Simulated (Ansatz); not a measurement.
# BaHfMgSn: relaxing a made-up structure

This structure for BaHfMgSn is made up. Its elements were placed in a known structure type with a cell scaled to their sizes. What cell does the guess relax to, and how far off was it?

Program: Ansatz 0.2.0. Level of theory: DFT, PBEsol, plane-wave PAW, files of the set soft_1, scalar-relativistic, no spin, cell and ions relaxed at zero pressure; PAW set soft_1, in the first sound run; inputs show where later runs differ. Results are calculated unless marked as measured.

### Step 1. Starting point

The structure is orthorhombic, space group Cmcm (No. 63). The conventional cell has a = 4.938 Å, b = 19.873 Å, c = 4.787 Å, α = 90.00°, β = 90.00°, γ = 90.00°. Hf has 1 Mg at 2.69 Å and 2 Hf at 2.97 Å and 6 Ba at 3.68 to 3.93 Å nearest. Ba has 4 Sn at 3.65 to 3.74 Å and 6 Hf at 3.68 to 3.93 Å and 4 Mg at 3.71 Å nearest. Nearest to Sn lie 4 Mg at 2.79 to 2.83 Å and 4 Sn at 3.44 Å and 4 Ba at 3.65 to 3.74 Å. Nearest to Mg lie 1 Hf at 2.69 Å and 4 Sn at 2.79 to 2.83 Å and 4 Ba at 3.71 Å. Farther neighbours are not listed.

### Step 2. Relaxing cell and atoms

The guessed cell has no reason to be at equilibrium. It is relaxed with the atoms, within the space group of the guess.

input.yaml reads:

```yaml
crystal:
  lattice:
    - [2.469, -9.9365, 0.0]
    - [2.469, 9.9365, 0.0]
    - [0.0, 0.0, 4.787]
  atoms:
    - { symbol: Hf, position: [0.9559, 0.0441, 0.75] }
    - { symbol: Hf, position: [0.0441, 0.9559, 0.25] }
    - { symbol: Ba, position: [0.6098, 0.3902, 0.75] }
    - { symbol: Ba, position: [0.3902, 0.6098, 0.25] }
    - { symbol: Sn, position: [0.7487, 0.2513, 0.25] }
    - { symbol: Sn, position: [0.2513, 0.7487, 0.75] }
    - { symbol: Mg, position: [0.1796, 0.8204, 0.25] }
    - { symbol: Mg, position: [0.8204, 0.1796, 0.75] }
kpoints:
  mp_grid: { grid: [6, 6, 6] }
scf:
  occupations: { method: fermi_dirac, width: 0.05 }
hamiltonian:
  xc: pbesol
  pseudopotentials: { kind: paw, azcp: { folder: soft_1 }, xc_functional: pbe }
relax:
  f_tol: 0.015
  max_steps: 70
  cell: {}
output:
  forces: true
  stress: true
```

On the command line:

```bash
> ansatz run input.yaml --threads 4 --pin off --max-ram 10240MiB --backend cpu --events-out ev --progress --plain --runs-dir out
```

Numbers of over 12 decimals in the logs are rounded to 6 here.

What it wrote:

```text
basis.fft_grid_basis auto: the FFT boxes are laid along the combinations [[1, 1, 0], [0, 1, 0], [0, 0, 1]] of the cell's own vectors, 4.938, 10.239 and 4.787 Å long. The dense box has 36×72×32 points. Along the cell's own vectors, as sized, it would have 72×72×32, 2.00 times as many. Of the 8 symmetry operations that the crystal satisfies within crystal.symmetry.tolerance (time reversal apart; of a slab, those that k [...]
Engine: ansatz 0.2.0, x86_64-unknown-linux-gnu
Pseudopotentials: kind: paw
Pseudopotential: Hf, paw, valence charge 26, recommended cutoff 420 eV (normal), soft_1/Hf.paw.azcp
Pseudopotential: Ba, paw, valence charge 10, recommended cutoff 420 eV (normal), soft_1/Ba.paw.azcp
Pseudopotential: Sn, paw, valence charge 14, recommended cutoff 420 eV (normal), soft_1/Sn.paw.azcp
Pseudopotential: Mg, paw, valence charge 10, recommended cutoff 420 eV (normal), soft_1/Mg.paw.azcp
Functional definition: PBEsol
  exchange = pbesol_x
  correlation = pbesol_c
Crystal: 8 atoms, lattice volume = 234.881 Å³
Basis set: ecut = 420 eV, 4551 PW (Γ), FFT grids on a1+a2, a2, a3, exchange–correlation on 72×144×64 points (8 copies of the dense FFT grid, shifted against one another)
Bands: 72, of which v1, the nominal top of the filled ones, is band 60 counted from 1 (59 counted from 0)
Symmetry: 8 space group operations
Space group: Cmcm (ITA 63), of the structure as read, at distance tolerance 6.2e-5 Å
k-points: 52 of 216
Non-local potential: Hf, projectors of the file, l = 0: 3, l = 1: 2, l = 2: 2, l = 3: 3
Non-local potential: Ba, projectors of the file, l = 0: 3, l = 1: 2, l = 2: 2, l = 3: 2
Non-local potential: Sn, projectors of the file, l = 0: 2, l = 1: 2, l = 2: 2, l = 3: 1
Non-local potential: Mg, projectors of the file, l = 0: 3, l = 1: 2, l = 2: 1
PAW form: soft (Blöchl's): semilocal exchange-correlation on the pseudo side does not see the compensation charge
PAW frozen core: Hf, regenerated for the run's functional, and the local potential with it (the file was generated under x = pbe(κ = 0.804, μ = 0.219515), c = pbe(β = 0.066725))
PAW frozen core: Ba, regenerated for the run's functional, and the local potential with it (the file was generated under x = pbe(κ = 0.804, μ = 0.219515), c = pbe(β = 0.066725))
PAW frozen core: Sn, regenerated for the run's functional, and the local potential with it (the file was generated under x = pbe(κ = 0.804, μ = 0.219515), c = pbe(β = 0.066725))
PAW frozen core: Mg, regenerated for the run's functional, and the local potential with it (the file was generated under x = pbe(κ = 0.804, μ = 0.219515), c = pbe(β = 0.066725))
PAW one-centre angular grid: Hf, 590 points (default); XC on 64 Gauss nodes
PAW one-centre angular grid: Ba, 194 points (default); XC on 64 Gauss nodes
PAW one-centre angular grid: Sn, 590 points (default); XC on 64 Gauss nodes
PAW one-centre angular grid: Mg, 110 points (default); XC on 64 Gauss nodes
Initial density: superposition of atomic densities (chi_scale 0.1, normalization cell, long waves kept (reshape's long-wave potential 0.68 eV rms))
Initial wavefunctions: pseudopotential atomic-orbital guess
Functional: x = pbesol(κ = 0.804, μ = 0.123457), c = pbesol(β = 0.046)
SCF iter   1: F=—  HF=-58668.599919 eV  |F-HF|=—  |Δ(HF+E_count)|=         —  Δρ=8.78e-2  dr2=2.98e2  ethr=3.10e-3  ⟨swp⟩=8.2  Hψ=17261  notcnv=0  defer=11
preconditioner: auto → Kerker (q_TF=auto, 2.439 Å⁻¹)  [metal: Δε(μ)=0.012 eV  Ē_g=12.359 eV  σ=0.050 eV  W_gap=0.06  n_scr=56 (ndim 8)  ℏωp=22.2 eV  f_vac=0.000  D(μ)=6.60/eV (n_scr^D=44)]
SCF iter   2: F=—  HF=-58653.315085 eV  |F-HF|=—  |Δ(HF+E_count)|=    1.53e1  Δρ=5.63e-2  dr2=1.38e2  ethr=3.10e-3  ⟨swp⟩=3.6  Hψ=7420  notcnv=0  defer=156
SCF iter   3: F=—  HF=-58644.772827 eV  |F-HF|=—  |Δ(HF+E_count)|=    8.54e0  Δρ=2.43e-2  dr2=7.39e0  ethr=3.10e-3  ⟨swp⟩=7.8  Hψ=12412  notcnv=0  defer=130
SCF iter   4: F=—  HF=-58643.716163 eV  |F-HF|=—  |Δ(HF+E_count)|=    1.06e0  Δρ=1.24e-2  dr2=1.10e0  ethr=3.10e-3  ⟨swp⟩=5.8  Hψ=9673  notcnv=0  defer=80
SCF iter   5: F=—  HF=-58643.566127 eV  |F-HF|=—  |Δ(HF+E_count)|=   1.50e-1  Δρ=5.22e-3  dr2=6.74e-1  ethr=9.13e-4  ⟨swp⟩=4.3  Hψ=7121  notcnv=0  defer=90
SCF iter   6: F=—  HF=-58643.509813 eV  |F-HF|=—  |Δ(HF+E_count)|=   5.63e-2  Δρ=2.43e-3  dr2=1.49e-1  ethr=5.61e-4  ⟨swp⟩=2.3  Hψ=3849  notcnv=0  defer=87
SCF iter   7: F=—  HF=-58643.495228 eV  |F-HF|=—  |Δ(HF+E_count)|=   1.46e-2  Δρ=7.29e-4  dr2=4.75e-3  ethr=1.24e-4  ⟨swp⟩=3.2  Hψ=4565  notcnv=0  defer=90
SCF iter   8: F=—  HF=-58643.494762 eV  |F-HF|=—  |Δ(HF+E_count)|=   4.66e-4  Δρ=2.12e-4  dr2=2.00e-4  ethr=3.96e-6  ⟨swp⟩=2.1  Hψ=5143  notcnv=0  defer=89
SCF iter   9: F=—  HF=-58643.494742 eV  |F-HF|=—  |Δ(HF+E_count)|=   1.93e-5  Δρ=6.55e-5  dr2=5.16e-5  ethr=1.67e-7  ⟨swp⟩=2.1  Hψ=6293  notcnv=0  defer=87
SCF iter  10: F=—  HF=-58643.494896 eV  |F-HF|=—  |Δ(HF+E_count)|=   1.53e-4  Δρ=2.41e-5  dr2=5.14e-6  ethr=4.30e-8  ⟨swp⟩=2.0  Hψ=4758  notcnv=0  defer=87
SCF iter  11: F=—  HF=-58643.494895 eV  |F-HF|=—  |Δ(HF+E_count)|=   4.76e-7  Δρ=7.40e-6  dr2=2.35e-7  ethr=4.28e-9  ⟨swp⟩=2.8  Hψ=6580  notcnv=0  defer=87
SCF iter  12: F=-58643.494895 eV  HF=-58643.494895 eV  |F-HF|=2.49e-8  |Δ(HF+E_count)|=   8.29e-8  Δρ=2.20e-6  dr2=2.09e-8  ethr=8.33e-11  ⟨swp⟩=5.2  Hψ=16114  notcnv=0
SCF 1 converged in 12 iterations: F = -58643.494895 eV  dr2 = 2.09e-8
  greatest PAW one-centre occupation: 1.000 electrons in one spin orbital (limit 2), on the Mg atom at site 7 (counted from 0), in its partial waves of l = 0
relax step   1: F+E_penalty+E_count = -58643.49489518 eV  Δ(F+E_penalty+E_count) = +0.000e0 eV  max|allowed force component| = 2.686e0 eV/Å  Δτ_max = 0.0000 Å  P = +2.666 GPa  Ω = 234.881 Å³  (12 SCF iters, dr2 threshold 1.00e-7 eV, accepted)
Crystal: 8 atoms, lattice volume = 240.256 Å³
Basis set: ecut = 420 eV, 4693 PW (Γ), FFT grids on a1+a2, a2, a3, exchange–correlation on 72×144×64 points (8 copies of the dense FFT grid, shifted against one another)
Initial density: handed on by an earlier stage of this run
Initial wavefunctions: those handed on with the density
iter 1 solved again at ethr=1.50e-3 eV; its pass at ethr=3.10e-3 eV (dr2=1.80e0 eV) is discarded
SCF iter   1: F=—  HF=-58644.640995 eV  |F-HF|=—  |Δ(HF+E_count)|=         —  Δρ=1.32e-2  dr2=1.80e0  ethr=1.50e-3  ⟨swp⟩=1.4  Hψ=19787  notcnv=0
preconditioner: auto → Kerker (q_TF=auto, 2.430 Å⁻¹)  [metal: Δε(μ)=0.014 eV  Ē_g=13.442 eV  σ=0.050 eV  W_gap=0.07  n_scr=56 (ndim 8)  ℏωp=22.0 eV  f_vac=0.000  D(μ)=6.03/eV (n_scr^D=44)]
[...]
relax step   9: F+E_penalty+E_count = -58645.38615983 eV  Δ(F+E_penalty+E_count) = -5.613e-2 eV  max|allowed force component| = 1.091e-1 eV/Å  Δτ_max = 0.0809 Å  P = +0.377 GPa  Ω = 222.411 Å³  energy of the carried Pulay correction = +1.187e-3 eV  (10 SCF iters, dr2 threshold 8.00e-7 eV, accepted)
relax step  10: F+E_penalty+E_count = -58645.38855031 eV  Δ(F+E_penalty+E_count) = -2.390e-3 eV  max|allowed force component| = 9.374e-2 eV/Å  Δτ_max = 0.0316 Å  P = -0.350 GPa  Ω = 226.513 Å³  energy of the carried Pulay correction = +7.896e-4 eV  (8 SCF iters, dr2 threshold 7.44e-7 eV, accepted)
relax step  11: F+E_penalty+E_count = -58645.39291962 eV  Δ(F+E_penalty+E_count) = -4.369e-3 eV  max|allowed force component| = 1.276e-2 eV/Å  Δτ_max = 0.0162 Å  P = +0.006 GPa  Ω = 224.797 Å³  energy of the carried Pulay correction = +9.551e-4 eV  (9 SCF iters, dr2 threshold 5.55e-7 eV, accepted)
relax step  12: F+E_penalty+E_count = -58645.39317843 eV  Δ(F+E_penalty+E_count) = -2.588e-4 eV  max|allowed force component| = 3.527e-3 eV/Å  Δτ_max = 0.0024 Å  P = +0.003 GPa  Ω = 224.664 Å³  energy of the carried Pulay correction = +9.680e-4 eV  (7 SCF iters, dr2 threshold 1.96e-8 eV, accepted)
relax step  13: F+E_penalty+E_count = -58645.42852512 eV  Δ(F+E_penalty+E_count) = -3.535e-2 eV  max|allowed force component| = 3.283e-3 eV/Å  Δτ_max = 0.0000 Å  P = +0.262 GPa  Ω = 224.664 Å³  stress off target by 6.44e-1 GPa  SCF on the basis re-selected at this cell (its energy is not comparable with the rows above)  (8 SCF iters)
relax step  14: F+E_penalty+E_count = -58645.43231107 eV  Δ(F+E_penalty+E_count) = -3.786e-3 eV  max|allowed force component| = 4.887e-2 eV/Å  Δτ_max = 0.0073 Å  P = -0.024 GPa  Ω = 225.796 Å³  energy of the carried Pulay correction = -1.142e-4 eV  (7 SCF iters, dr2 threshold 8.00e-7 eV, accepted)
relax step  15: F+E_penalty+E_count = -58645.43268941 eV  Δ(F+E_penalty+E_count) = -3.783e-4 eV  max|allowed force component| = 1.597e-2 eV/Å  Δτ_max = 0.0062 Å  P = +0.033 GPa  Ω = 225.609 Å³  energy of the carried Pulay correction = -9.517e-5 eV  (7 SCF iters, dr2 threshold 1.49e-7 eV, accepted)
relax step  16: F+E_penalty+E_count = -58645.43276911 eV  Δ(F+E_penalty+E_count) = -7.970e-5 eV  max|allowed force component| = 7.349e-4 eV/Å  Δτ_max = 0.0037 Å  P = -0.002 GPa  Ω = 225.773 Å³  energy of the carried Pulay correction = -1.118e-4 eV  (7 SCF iters, dr2 threshold 1.59e-8 eV, accepted)
Basis set: ecut = 420 eV, 4405 PW (Γ), FFT grids on a1+a2, a2, a3, exchange–correlation on 48×180×72 points (8 copies of the dense FFT grid, shifted against one another)
iter 1 solved again at ethr=3.91e-6 eV; its pass at ethr=3.10e-3 eV (dr2=4.69e-3 eV) is discarded
SCF iter   1: F=—  HF=-58645.432763 eV  |F-HF|=—  |Δ(HF+E_count)|=         —  Δρ=1.43e-4  dr2=1.01e-6  ethr=3.91e-6  ⟨swp⟩=2.9  Hψ=22393  notcnv=0
eigensolver tolerance schedule: the retry pair's looser diagonalisation over-reported the residual by 4629.35 of it (diagonalisation noise at an unbounded share of the residual, at the tolerance the schedule requests for it); recorded, not acted on — ethr = c·dr2/N_el stays at c = 1.0e-1
preconditioner: auto → Kerker (q_TF=auto, 2.456 Å⁻¹)  [metal: Δε(μ)=0.030 eV  Ē_g=13.350 eV  σ=0.050 eV  W_gap=0.15  n_scr=56 (ndim 8)  ℏωp=22.6 eV  f_vac=0.000  D(μ)=5.29/eV (n_scr^D=28)]
SCF iter   2: F=—  HF=-58645.432889 eV  |F-HF|=—  |Δ(HF+E_count)|=   1.27e-4  Δρ=7.24e-5  dr2=2.59e-7  ethr=8.44e-10  ⟨swp⟩=3.7  Hψ=10970  notcnv=0
SCF iter   3: F=—  HF=-58645.432881 eV  |F-HF|=—  |Δ(HF+E_count)|=   8.29e-6  Δρ=5.82e-6  dr2=5.41e-9  ethr=2.16e-10  ⟨swp⟩=2.0  Hψ=4415  notcnv=0
SCF iter   4: F=—  HF=-58645.432881 eV  |F-HF|=—  |Δ(HF+E_count)|=   5.26e-8  Δρ=8.23e-7  dr2=1.30e-9  ethr=4.51e-12  ⟨swp⟩=2.0  Hψ=6810  notcnv=0
SCF iter   5: F=—  HF=-58645.432881 eV  |F-HF|=—  |Δ(HF+E_count)|=  3.13e-10  Δρ=4.63e-7  dr2=6.82e-10  ethr=1.08e-12  ⟨swp⟩=2.0  Hψ=6747  notcnv=0
SCF iter   6: F=—  HF=-58645.432881 eV  |F-HF|=—  |Δ(HF+E_count)|=  8.00e-11  Δρ=1.95e-7  dr2=2.01e-10  ethr=1.00e-12  ⟨swp⟩=2.0  Hψ=4476  notcnv=0
SCF iter   7: F=-58645.432881 eV  HF=-58645.432881 eV  |F-HF|=5.09e-11  |Δ(HF+E_count)|=  6.55e-11  Δρ=7.47e-8  dr2=1.00e-11  ethr=1.00e-12  ⟨swp⟩=5.1  Hψ=15966  notcnv=0
SCF 17 converged in 7 iterations: F = -58645.432881 eV  dr2 = 1.00e-11
relax step  17: F+E_penalty+E_count = -58645.43288079 eV  Δ(F+E_penalty+E_count) = -1.117e-4 eV  max|allowed force component| = 7.227e-4 eV/Å  Δτ_max = 0.0000 Å  P = -0.002 GPa  Ω = 225.773 Å³  stress off target by 5.33e-3 GPa  SCF on the basis re-selected at this cell (its energy is not comparable with the rows above)  (7 SCF iters)
basis re-selected at this cell: Δ(F+E_penalty+E_count) = -1.117e-4 eV, ΔP = -0.000 GPa vs the last step (what re-selecting the basis moved, of the pressure what is left beyond the Pulay correction that the steps carried, after the strain that the cell walked since its last selection, with what the two solves' SCF thresholds leave and, on support functions, any second-order correction that the steps lacked; it is no measure of the basis error at this ecutwfc). The dense FFT grid was sized anew with the basis: this SCF ran on 24×90×36 points, the steps before it on 25×81×36, so part of this shift can come from that change (see relax.cell in the input reference). [rest of the remark cut]
SCF converged after 7 iterations
Free energy (F): -58645.432881 eV
Harris-Foulkes:  -58645.432881 eV  (|F-HF|=5.09e-11)
Internal energy: -58645.387159 eV  (E = F + TS)
E sigma→0 (E₀):  -58645.410020 eV
Entropy (-TS):   -0.045721 eV (-5.715 meV/atom)
Fermi energy:    10.579964 eV
--- Per-component energies (eV) ---
  E_band       = -1250.107274
  E_kinetic    = 1614.673118
  E_local      = -24311.875200  (includes V_loc(G=0)·N_el)
  E_nonlocal   = 1003.147067
  E_hartree    = 11185.310380
  E_xc         = -1222.295155
  E_vxc        = -992.115970  (∫ρ·V_xc dr)
  E_paw        = -34540.792096  (= ΣΔE_a)
  E_vpaw       = -934.557890  (= ΣTr[D̂ρ^β])
  E_aug_tail   = 0.000476  (compensation charges beyond the density's cutoff)
  E_ewald      = -12377.048141
  E_core_change = 3.492391  (= ΣΔE_core)
  E_smearing   = -0.045721  (= −TS)
  E_closure    = -0.000000  (closes the sum)
  Σ components = -58645.432881   (vs F -58645.432881, Δ=0.00e0)
--- Forces (eV/Å), atoms counted from 1 ---
  atom   1  Hf    -0.00000000    -0.00038650     0.00000000
  atom   2  Hf     0.00000000     0.00038650    -0.00000000
  atom   3  Ba    -0.00000000    -0.00072273     0.00000000
  atom   4  Ba     0.00000000     0.00072273    -0.00000000
  atom   5  Sn     0.00000000    -0.00004027     0.00000000
  atom   6  Sn     0.00000000     0.00004027    -0.00000000
  atom   7  Mg    -0.00000000     0.00022004     0.00000000
  atom   8  Mg     0.00000000    -0.00022004    -0.00000000
  max |Σ_I F_I| component: 6.94e-18 eV/Å
--- Stress (GPa, compression-positive) ---
       -0.001730      -0.000000      -0.000000
       -0.000000       0.000995      -0.000000
       -0.000000      -0.000000      -0.005325
  P = ⅓ Tr σ = -0.0020 GPa (-0.020 kbar)
--- Relaxed structure (15 steps of the walk, 15 accepted, 2 SCFs on fresh bases) ---
  F+E_penalty+E_count = -58645.43288079 eV   max|allowed force component| = 7.227e-4 eV/Å   (the final SCF, on the basis selected at the relaxed cell)
  cell:  # Å, volume = 225.7726 Å³
    - [1.789453, -12.060232, 0]
    - [1.789453, 12.060232, 0]
    - [0, 0, 5.230766]
  atoms:
    - { symbol: Hf, position: [0.973028, 0.026972, 0.750000] }
    - { symbol: Hf, position: [0.026972, 0.973028, 0.25] }
    - { symbol: Ba, position: [0.600765, 0.399235, 0.750000] }
    - { symbol: Ba, position: [0.399235, 0.600765, 0.25] }
    - { symbol: Sn, position: [0.766701, 0.233299, 0.25] }
    - { symbol: Sn, position: [0.233299, 0.766701, 0.750000] }
    - { symbol: Mg, position: [0.165885, 0.834115, 0.25] }
    - { symbol: Mg, position: [0.834115, 0.165885, 0.750000] }
```

Run time: 3.3 min. Hardware: 4 threads of Intel Xeon Platinum 8488C (Sapphire Rapids), shared host; peak memory 1.2 GiB; 13 min of CPU time.

The steps of the relaxation:

```
step  energy less that of the first step (eV)  largest force component (eV/Å)  pressure (GPa)  volume (Å³)
   1                                   0.0000                          2.6862            2.67       234.88
   2                                  -0.9120                          1.4085            1.42       240.26
   3                                  -1.2606                          0.1510            0.49       245.60
   4                                  -1.3981                          0.1496           -0.30       248.23
   5                                  -1.5203                          0.1583           -0.36       244.32
   6                                  -1.5837                          0.2072           -0.04       238.70
   7                                  -1.6761                          0.2129            0.16       233.38
   8                                  -1.8351                          0.1586            0.11       228.11
   9                                  -1.8913                          0.1091            0.38       222.41
  10                                  -1.8937                          0.0937           -0.35       226.51
  11                                  -1.8980                          0.0128            0.01       224.80
  12                                  -1.8983                          0.0035            0.00       224.66
 13*                                  -1.9336                          0.0033            0.26       224.66
  14                                  -1.9374                          0.0489           -0.02       225.80
  15                                  -1.9378                          0.0160            0.03       225.61
  16                                  -1.9379                          0.0007            0.00       225.77
 17*                                  -1.9380                          0.0007            0.00       225.77
```

Relaxation steps marked * repeat the geometry before them on a plane-wave basis chosen anew for their cell, so energy and pressure can jump there.

Forces are held to the 8 operations that the run works with; a distortion that breaks them can't arise in this run.

```
     cell as run  before   after   change
           a (Å)  10.239  12.192  +19.1 %
           b (Å)  10.239  12.192  +19.1 %
           c (Å)   4.787   5.231   +9.3 %
           γ (°)  152.09  163.12   +7.3 %
volume (Å³/atom)   29.36   28.22   -3.9 %
```

The atoms that moved most (Å, as changes of fractional coordinates times the final cell):

```
atom     dx      dy     dz  length
 Sn6  0.000   0.434  0.000   0.434
 Sn5  0.000  -0.434  0.000   0.434
 Hf1  0.000  -0.413  0.000   0.413
 Hf2  0.000   0.413  0.000   0.413
 Mg7  0.000   0.331  0.000   0.331
 Mg8  0.000  -0.331  0.000   0.331
 Ba4  0.000  -0.218  0.000   0.218
 Ba3  0.000   0.218  0.000   0.218
```

Numbers from this step:

```yaml
free_energy: -58645.4329 eV
energy_at_zero_smearing: -58645.4100 eV
smearing_term_ts: 0.04572 eV
fermi_energy: 10.58 eV
electrons: 120
symmetry_operations: 8
pressure: -0.002020 GPa
```

The shortest distance of each pair, which need not be the same contact before and after:

```
 pair  guess (Å)  relaxed (Å)
Hf–Hf      2.967        2.921
Mg–Sn      2.786        3.019
Sn–Sn      3.439        3.270
Hf–Mg      2.693        3.351
Ba–Mg      3.708        3.537
```

The relaxation ends with a largest force component of 7.2e-4 eV/Å and a pressure of 0.00 GPa.

(Part 1 of 2 ends here.)

[Logs are printed without paths, hosts, clocks, repeated set-up lines and the standing remarks that a program may print on its own settings, such as how far it seeks lower states.]

[Hosts, paths, dates, database ids (printed as entryN), source tags and the programs' standing remarks are cut or masked in the printed files.]
